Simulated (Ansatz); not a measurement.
**Formation energy and levels of the complex V_B-H in BP (F-43m)**

Wanted: the transition levels of a complex in BP (F-43m), from a cell of 54 host atoms with 1 B taken out and 1 H put in.

Program: Ansatz 0.2.0. Level of theory: place-levels on r2SCAN runs: charge-transition levels and formation energies with image-charge correction and potential alignment at the atomic sites; PAW set soft_1. Results are calculated unless marked as measured.

In doubt: warnings of the run leave room for a lower electronic state (in some of the runs), so energies may not be the lowest and differences between runs may mislead.

**1. Set-up**

The cell holds 54 atoms: 26 B, 27 P and 1 H. Cell: a = 9.623 Å, b = 9.623 Å, c = 9.623 Å, α = 60.0°, β = 60.0°, γ = 60.0°. It derives from BP (space group F-43m). Nearest the centre at fractional (0.667, 0.333, 0.667): H54 at 0.46 Å, P22 at 1.96 Å, P24 at 1.96 Å, P40 at 1.96 Å, P28 at 1.96 Å, B29 at 3.21 Å, B41 at 3.21 Å, B35 at 3.21 Å.

Screening for the image-charge correction: ε∞ = 9.31, ε0 = 9.42, computed on the host (DFPT, PBEsol, on the r2SCAN cell), and a cell off the functional's own equilibrium shifts the ionic part.

The cell's shortest repeat is 9.6 Å.

**2. The runs of each charge state**

A transition level is the Fermi level at which two charge states cost the same, so each charge needs its own total energy, at its own relaxed structure.

Each atom starts 0.05 Å or so off its site in a random direction: a symmetric start keeps its symmetry, and would miss off-centre moves and Jahn–Teller distortions. Forces are taken on a 2×2×2 shifted mesh. The cell holds 2 electrons more than the neutral one, with a uniform background that keeps it neutral on the whole.

The sampling was tested on the host first: at the k-points planned (1x1x1 shifted 0.25 0.25 0.25) its energy lies 0.152 eV an atom from the dense-mesh value, so the final energies take a denser sampling.

One of the inputs; charge, spin and start change from state to state.

qm2.relax/input.yaml reads:

```yaml
crystal:
  lattice:
    - [0.0, 6.80455623, 6.80455623]
    - [6.80455623, 0.0, 6.80455623]
    - [6.80455623, 6.80455623, 0.0]
  atoms:
    - { symbol: B, position: [0.0, 0.0, 0.0] }
    - { symbol: P, position: [0.25, 0.25, 0.25] }
[... 2 atom lines left out ...]
    - { symbol: B, position: [0.0, 0.0, 0.66666667] }
    - { symbol: P, position: [0.25, 0.25, 0.91666667] }
[... 2 atom lines left out ...]
    - { symbol: B, position: [0.0, 0.33333333, 0.33333333] }
    - { symbol: P, position: [0.25, 0.58333333, 0.58333333] }
    - { symbol: B, position: [0.0, 0.33333333, 0.66666667] }
[... 10 atom lines left out ...]
    - { symbol: P, position: [0.58333333, 0.25, 0.58333333] }
[... 1 atom line left out ...]
    - { symbol: P, position: [0.58333333, 0.25, 0.91666667] }
    - { symbol: B, position: [0.33333333, 0.33333333, 0.0] }
    - { symbol: P, position: [0.58333333, 0.58333333, 0.25] }
[... 1 atom line left out ...]
    - { symbol: P, position: [0.58333333, 0.58333333, 0.58333333] }
    - { symbol: B, position: [0.33333333, 0.33333333, 0.66666667] }
[... 5 atom lines left out ...]
    - { symbol: B, position: [0.33333333, 0.66666667, 0.66666667] }
[... 1 atom line left out ...]
    - { symbol: B, position: [0.66666667, 0.0, 0.0] }
[... 2 atom lines left out ...]
    - { symbol: P, position: [0.91666667, 0.25, 0.58333333] }
    - { symbol: B, position: [0.66666667, 0.0, 0.66666667] }
[... 1 atom line left out ...]
    - { symbol: B, position: [0.66666667, 0.33333333, 0.0] }
[... 1 atom line left out ...]
    - { symbol: B, position: [0.66666667, 0.33333333, 0.33333333] }
[... 4 atom lines left out ...]
    - { symbol: B, position: [0.66666667, 0.66666667, 0.33333333] }
[... 1 atom line left out ...]
    - { symbol: B, position: [0.66666667, 0.66666667, 0.66666667] }
[... 1 atom line left out ...]
    - { symbol: H, position: [0.647028, 0.313695, 0.647028] }
  host:
    repeats: [3, 3, 3]
    atoms:
      - { symbol: B, position: [0.0, 0.0, 0.0] }
      - { symbol: P, position: [0.75, 0.75, 0.75] }
total_charge: -2
basis:
  ecutwfc: 500
  xc_grid: 2
hamiltonian:
  xc: r2scan
  pseudopotentials: { kind: paw, azcp: { folder: soft_1 } }
kpoints:
  mp_grid: { grid: [2, 2, 2], shift: [0.5, 0.5, 0.5] }
scf:
  occupations: { method: fixed }
  max_iter: 60
output:
  forces: true
  charged_corrections:
    epsilon: 9.31
    static_epsilon: 9.42
    defect_position: [0.666667, 0.333333, 0.666667]
relax:
  f_tol: 0.02
  max_steps: 80
  random_displacement: { amplitude: 0.05, seed: 2651 }
checkpoint:
  write: "../qm2.relax.run"
  compress: false
  write_wavefunctions: true
  write_every: 100000
```

Launch:

```console
$ ansatz run input.yaml --threads 4 --pin off --max-ram 7536MiB --backend cpu --events-out ev --progress --plain --runs-dir out
```

The run of this state that the levels use, under r2SCAN:

qm2.point/input.yaml reads:

```yaml
crystal:
  checkpoint: "../qm2.relax.run"
  host: checkpoint
total_charge: -2
basis:
  ecutwfc: 500
  xc_grid: 2
hamiltonian:
  xc: r2scan
  pseudopotentials: { kind: paw, azcp: { folder: soft_1 } }
kpoints:
  mp_grid: { grid: [2, 2, 2], shift: [0.5, 0.5, 0.5] }
scf:
  occupations: { method: fixed }
  max_iter: 60
output:
  forces: true
  eigenvalues: true
  charged_corrections:
    epsilon: 9.31
    static_epsilon: 9.42
    defect_position: [0.666667, 0.333333, 0.666667]
  eigenstates: { localisation: true }
  populations: true
checkpoint:
  read: "../qm2.relax.run"
  write: "../qm2.point.run"
  compress: false
  write_wavefunctions: false
  write_every: 100000
```

Relaxations under r2SCAN at a 2×2×2 shifted mesh; times on 4 threads of Arm Neoverse V1, shared host:

```
charge  moment (μB)  occupations    outcome  steps  largest displacement against the far atoms (Å)     time
    −2            0        fixed  converged     10                                            0.68  3.6 min
    −2            2        fixed  converged     11                                            0.25   12 min
    −1            1        fixed  converged      8                                            0.26  9.8 min
     0            0        fixed  converged     24                                            0.27   12 min
     0            2        fixed  converged      6                                            0.27  6.9 min
    +1            1        fixed  converged      8                                            0.27  8.8 min
```

Single points under r2SCAN at a 2×2×2 shifted mesh; times on 4 threads of Arm Neoverse V1, shared host:

```
charge  moment (μB)  occupations    outcome  time
    −2            0        fixed  converged  24 s
    −2            2        fixed  converged  56 s
    −1            1        fixed  converged  56 s
     0            0        fixed  converged  28 s
     0            2        fixed  converged  63 s
    +1            1        fixed  converged  56 s
```

Distances (Å) from the ideal centre to the nearest atoms after relaxation with r2SCAN:

```
charge  moment (μB)      1.      2.      3.      4.      5.      6.
    −2            0  H 0.79  P 1.93  P 1.93  P 1.94  P 1.96  B 3.19
    −2            2  H 0.69  P 1.97  P 1.97  P 1.97  P 2.10  B 3.19
    −1            1  H 0.70  P 1.97  P 1.97  P 1.97  P 2.09  B 3.18
     0            0  H 0.71  P 2.01  P 2.02  P 2.02  P 2.10  B 3.17
     0            2  H 0.72  P 2.00  P 2.01  P 2.02  P 2.13  B 3.19
    +1            1  H 0.72  P 2.04  P 2.07  P 2.07  P 2.13  B 3.18
```

**3. place-levels, r2SCAN**

A charged cell interacts with its images and the background, and its potential has another zero than the host's. place-levels removes the first by a point-charge model, screened by the static dielectric constant since the ions have relaxed around the charge, and the second by comparing potentials at atoms far from the defect.

The host is a run of the defect-free crystal in the same cutoffs, grids and k-points, so that basis and sampling errors cancel in part in the differences. The host is run in a cell of 2 atoms on a matching mesh. Its band edges are searched through the zone by a band path, so the gap is smaller than, or equal to, that on the mesh. Chemical potentials are energies per atom of B (alpha-rhombohedral (B12)) and H (H2 molecule), run with the same functional and cutoff.

levels.point.yaml reads:

```yaml
host:
  run: host.point.run
states: [qm2.point.run, qm2_M2.point.run, qm1_M1.point.run, q0.point.run, q0_M2.point.run, qp1_M1.point.run]
geometry_from:
  qm2.point.run: qm2.relax.run
  qm2_M2.point.run: qm2_M2.relax.run
  qm1_M1.point.run: qm1_M1.relax.run
  q0.point.run: q0.relax.run
  q0_M2.point.run: q0_M2.relax.run
  qp1_M1.point.run: qp1_M1.relax.run
  host.point.run: host.relax.run
chemical_potentials:
  B:
    energy: -156.554104
    dataset: <sha256 of the dataset>
  H:
    energy: -15.945394
    dataset: "<sha256 of the dataset>"
epsilon: 9.31
static_epsilon: 9.42
vertical:
  - { from: qm2.point.run, to: qm2.point_neutral.run }
  - { from: qm2_M2.point.run, to: qm2_M2.point_neutral.run }
  - { from: qm1_M1.point.run, to: qm1_M1.point_neutral.run }
  - { from: qp1_M1.point.run, to: qp1_M1.point_neutral.run }
```

Launch:

```console
$ ansatz place-levels levels.point.yaml -- --threads 4 --pin off --max-ram 7536MiB
```

Numbers of over 12 decimals in the logs are rounded to 6 here.

The log of the run:

```text
[... repeated set-up lines and file paths are left out, and long positions are rounded to six places ...]
(+1/0) 0.062 eV beneath the valence edge (-0.158 eV without the band-filling correction), in the valence band
(0/-1) 0.777 eV above the valence edge, 0.630 eV under the conduction edge
(-1/-2) 1.448 eV above the valence edge, in the conduction band
formation energy of charge +1: +3.753 eV with the Fermi level at the valence edge
formation energy of charge 0: +3.691 eV with the Fermi level at the valence edge
formation energy of charge -1: +4.467 eV with the Fermi level at the valence edge
formation energy of charge -2: +5.916 eV with the Fermi level at the valence edge
vertical -2 to 0: no energy, since no alignment is typed
  the change from vertical[0].from (qm2.point.run) to vertical[0].to (qm2.point_neutral.run): by its potential at epsilon 9.31 it stands at 0.645 0.278 0.645, with an rms radius of about 2.6 Å (1.7 1.1 1.7 Å across the planes of the cell's vectors); [...]
vertical -2 to 0: no energy, since no alignment is typed
  the change from vertical[1].from (qm2_M2.point.run) to vertical[1].to (qm2_M2.point_neutral.run): by its potential at epsilon 9.31 it stands at 0.633 0.286 0.632, with an rms radius of about 3.8 Å (2.2 2.1 2.2 Å across the planes of the cell's vectors); [...]
vertical -1 to 0: no energy, since no alignment is typed
  the change from vertical[2].from (qm1_M1.point.run) to vertical[2].to (qm1_M1.point_neutral.run): by its potential at epsilon 9.31 it stands at 0.625 0.307 0.641, with an rms radius of about 2.8 Å (1.5 1.7 1.7 Å across the planes of the cell's vectors); [...]
vertical +1 to 0: no energy, since no alignment is typed
  the change from vertical[3].from (qp1_M1.point.run) to vertical[3].to (qp1_M1.point_neutral.run): by its potential at epsilon 9.31 it stands at 0.629 0.275 0.630, with an rms radius of about 2.6 Å (1.6 1.3 1.6 Å across the planes of the cell's vectors); [...]
  edges by r2scan, gap 1.407 eV; the host is sampled to repeats of 19.25 Å
  the defect's cells are sampled to repeats of 19.25 Å, like sampling
  charge +1: -24615.3625 eV with its correction of -0.015 eV, at epsilon 9.42, aligned at sites: -0.2721 eV, mean over 19 atomic sites at or beyond 4.81 Å from the defect at [0.6667, 0.3333, 0.6667], with +0.000000 for the charge's moments and without [...]
  charge 0: +0.000 eV for its dipole among its images, +0.000 omitted
  charge -1: -24596.2849 eV with its correction of +0.391 eV, at epsilon 9.42, aligned at sites: -0.1338 eV, mean over 19 atomic sites at or beyond 4.81 Å from the defect at [0.6667, 0.3333, 0.6667], with +0.000000 for the charge's moments and without [...]
  charge -2: -24585.6073 eV with its correction of +1.191 eV, at epsilon 9.42, aligned at sites: -0.0805 eV, mean over 19 atomic sites at or beyond 4.81 Å from the defect at [0.6667, 0.3333, 0.6667], with +0.000000 for the charge's moments and without [...]
  charge 0: states[4] (q0_M2.point.run) stands 0.287 eV higher, with a moment of 2.00 μB against 0.00
  charge -2: states[1] (qm2_M2.point.run) stands 0.849 eV higher, with a moment of 2.00 μB against 0.00
  of states[5] (qp1_M1.point.run): it parts from the run at its places by a charge that spreads by about 1.6 Å along one vector (1.4 Å or more is wide), by its potential at epsilon 9.31, taken for that of held ions (one typed too small widens it), where the [...]
  of states[3] (q0.point.run): band_overlap_at_count; of the run under geometry_from: band_overlap_at_count
  of states[2] (qm1_M1.point.run): it parts from the run at its places by a charge that spreads by about 1.7 Å along one vector (1.4 Å or more is wide), by its potential at epsilon 9.31, taken for that of held ions (one typed too small widens it), where the [...]
  of states[0] (qm2.point.run): it parts from the run at its places by a charge that spreads by about 1.7 Å along one vector (1.4 Å or more is wide), by its potential at epsilon 9.31, taken for that of held ions (one typed too small widens it), where the cell [...]
  of states[4] (q0_M2.point.run): its moments are held at its close (magnetization.spin_locking), by a field of 0.050 eV a Bohr magneton, and its energy and levels are of the state that this holds: a run that lets them go can end lower; [...]
  of states[1] (qm2_M2.point.run): it parts from the run at its places by a charge that spreads by about 2.2 Å along one vector (1.4 Å or more is wide), by its potential at epsilon 9.31, taken for that of held ions (one typed too small widens it), where the [...]
  of vertical[0].from (qm2.point.run): it parts from the run at its places by a charge that spreads by about 1.7 Å along one vector (1.4 Å or more is wide), by its potential at epsilon 9.31, taken for that of held ions (one typed too small widens it), where [...]
  of vertical[0].to (qm2.point_neutral.run): band_overlap_at_count
  of vertical[1].from (qm2_M2.point.run): its moments are held at its close (magnetization.spin_locking), by a field of 0.445 eV a Bohr magneton, and its energy and levels are of the state that this holds: a run that lets them go can end lower; [...]
  of vertical[1].to (qm2_M2.point_neutral.run): band_overlap_at_count
  of vertical[2].from (qm1_M1.point.run): band_overlap_at_count; stability_check_not_made; of the run under geometry_from: band_overlap_at_count; [...]
  of vertical[2].to (qm1_M1.point_neutral.run): band_overlap_at_count
  of vertical[3].from (qp1_M1.point.run): band_overlap_at_count; stability_check_not_made; of the run under geometry_from: band_overlap_at_count; [...]
  of vertical[3].to (qp1_M1.point_neutral.run): band_overlap_at_count; minimisation_begun; unresolved_pair_at_count
```

It took 0.62 s on 4 threads of Arm Neoverse V1, shared host.

Levels between the charges placed, in eV above the valence top:

```
        gap (eV)  (+1/0)  (0/−1)  (−1/−2)
r2SCAN      1.41   -0.06    0.78     1.45
```

Corrections by state:

```
charge  moment (μB)  image terms and alignment (eV)  band filling (eV)  ε used  over the lowest of its charge, as the program ranks them, band filling apart (eV)
    +1          1.0                          -0.015             -0.096    9.42                                                                              0.000
     0          0.0                           0.000                  -       -                                                                              0.000
    −1          1.0                           0.391                  -    9.42                                                                              0.000
    −2          0.0                           1.191                  -    9.42                                                                              0.000
     0          2.0                           0.000                  -       -                                                                              0.287
    −2          2.0                           1.118                  -    9.42                                                                              0.849
```

The charged structures listed were also run neutral, and place-levels reads from each pair, by the potential or the spins, how wide the charge is by which they differ; that can be the carrier of either run.

```
charge  rms radius (Å)  spread where it is widest against the cell (Å)  wide from (Å)  reading
    +1             2.6                                            1.62           1.36     wide
    −1             2.8                                            1.66           1.36     wide
    −2             2.6                                            1.68           1.36     wide
```

The neutral runs of these pairs need not share the spin of the lowest neutral state, and very wide values only mean spread over the cell.

From the program's caveats on the states, each cut to its opening words:

- charge +1 (1 μB): it parts from the run at its places by a charge that spreads by about 1.6 Å along one vector (1.4 Å or more is wide), by its potential at epsilon 9.31, taken [...]
- charge +1 (1 μB): a band-filling correction moves a carrier to the host's band edge, which changes its energy by -0.096 eV
- charge +1 (1 μB): its alignment with the host at atomic sites is doubtful: the mean over the far sites moves by -0.1449 eV from their farther parts to their nearer, more than [...]
- charge +1 (1 μB), 0, −1 (1 μB), −2 (2 μB): filled levels lie above empty ones at the fixed electron count
- charge +1 (1 μB), −1 (1 μB), 0 (2 μB), −2 (2 μB): flagged: stability check not made
- charge −1 (1 μB), −2: it parts from the run at its places by a charge that spreads by about 1.7 Å along one vector (1.4 Å or more is wide), by its potential at epsilon 9.31, taken [...]
- charge −1 (1 μB): its alignment with the host at atomic sites is doubtful: the mean over the far sites moves by +0.0989 eV from their farther parts to their nearer, more than [...]
- charge −2: its alignment with the host at atomic sites is doubtful: the mean over the far sites moves by +0.2070 eV from their farther parts to their nearer, more than [...]
- charge 0 (2 μB): its moments are held at its close (magnetization.spin_locking), by a field of 0.050 eV a Bohr magneton, and its energy and levels are of the state that this [...]
- charge −2 (2 μB): it parts from the run at its places by a charge that spreads by about 2.2 Å along one vector (1.4 Å or more is wide), by its potential at epsilon 9.31, taken [...]
- charge −2 (2 μB): its alignment with the host at atomic sites is doubtful: the mean over the far sites moves by +0.0501 eV from their farther parts to their nearer, more than [...]
- charge −2 (2 μB): its moments are held at its close (magnetization.spin_locking), by a field of 0.445 eV a Bohr magneton, and its energy and levels are of the state that this [...]

Chemical potentials of the elements' reference phases, run alike. Formation energies (elemental references), with the Fermi level at the valence top and at the conduction bottom (gap 1.41 eV):

```
charge  at valence top (eV)  at conduction bottom (eV)  correction included (eV)
    +1                 3.75                       5.16                     -0.11
     0                 3.69                       3.69                      0.00
    −1                 4.47                       3.06                      0.39
    −2                 5.92                       3.10                      1.19
```

(Fermi level (eV), lowest formation energy (eV)): (0.00, 3.69), (0.13, 3.69), (0.26, 3.69), (0.38, 3.69), (0.51, 3.69), (0.64, 3.69), (0.77, 3.69), (0.90, 3.57), (1.02, 3.44), (1.15, 3.32), (1.28, 3.19), (1.41, 3.06)

**4. Outcome**

- gap of the host: 1.41 eV (r2SCAN)
- level (plus 1/0): 0.06 eV below the valence top (-0.16 eV above the valence top without the band-filling term)
- level (0/minus 1): 0.78 eV above the valence top
- level (minus 1/minus 2): 1.45 eV above the valence top, past the conduction bottom
- lowest of the charges placed, just above the valence top (0.02 eV): 0
- lowest of the charges placed, just below the conduction bottom (0.02 eV): −1
- lowest formation energy at mid-gap of the charges run, elemental references: 3.69 eV

What this shows: Of the charges placed (−2, −1, 0 and +1), the lowest changes at 0.78 eV (0/−1) above the valence top, in a gap of 1.41 eV. (−1/−2) lies 0.04 eV from a band edge, less than the doubt on such levels. States placed: +1 at 1 μB; 0 at 0 μB and 2 μB; −1 at 1 μB; −2 at 0 μB and 2 μB. Other spin states or structures, where not listed, weren't placed. The program finds carriers beyond a band edge of the host and adds a band-filling term at charge +1 (-0.10 eV); steps to such a charge show no bound level, and a defect level inside a band would be read the same way. H is taken at its element; compounds, which aren't counted here, bound the chemical potentials and would shift these formation energies. The program doubts the alignment of potentials for at least one state, a sign that the cell is small. What this leaves open: r2SCAN makes the gap too small and tends to spread out bound carriers.

[Logs are printed without paths, hosts, clocks, repeated set-up lines and the standing remarks that a program may print on its own settings, such as how far it seeks lower states.]

[Hosts, paths, dates, database ids (printed as entryN), source tags and the programs' standing remarks are cut or masked in the printed files.]

[Where a table of states has a column of steps, it counts the stored structures, which are thinned; the runs took as many ionic steps or more.]

[A defect's name tells the site on which it was built; relaxed atoms can leave that site.]

[For some hosts the program warned that the k-mesh of the response run may be too coarse for force constants and the static dielectric constant; such warnings are not shown here.]
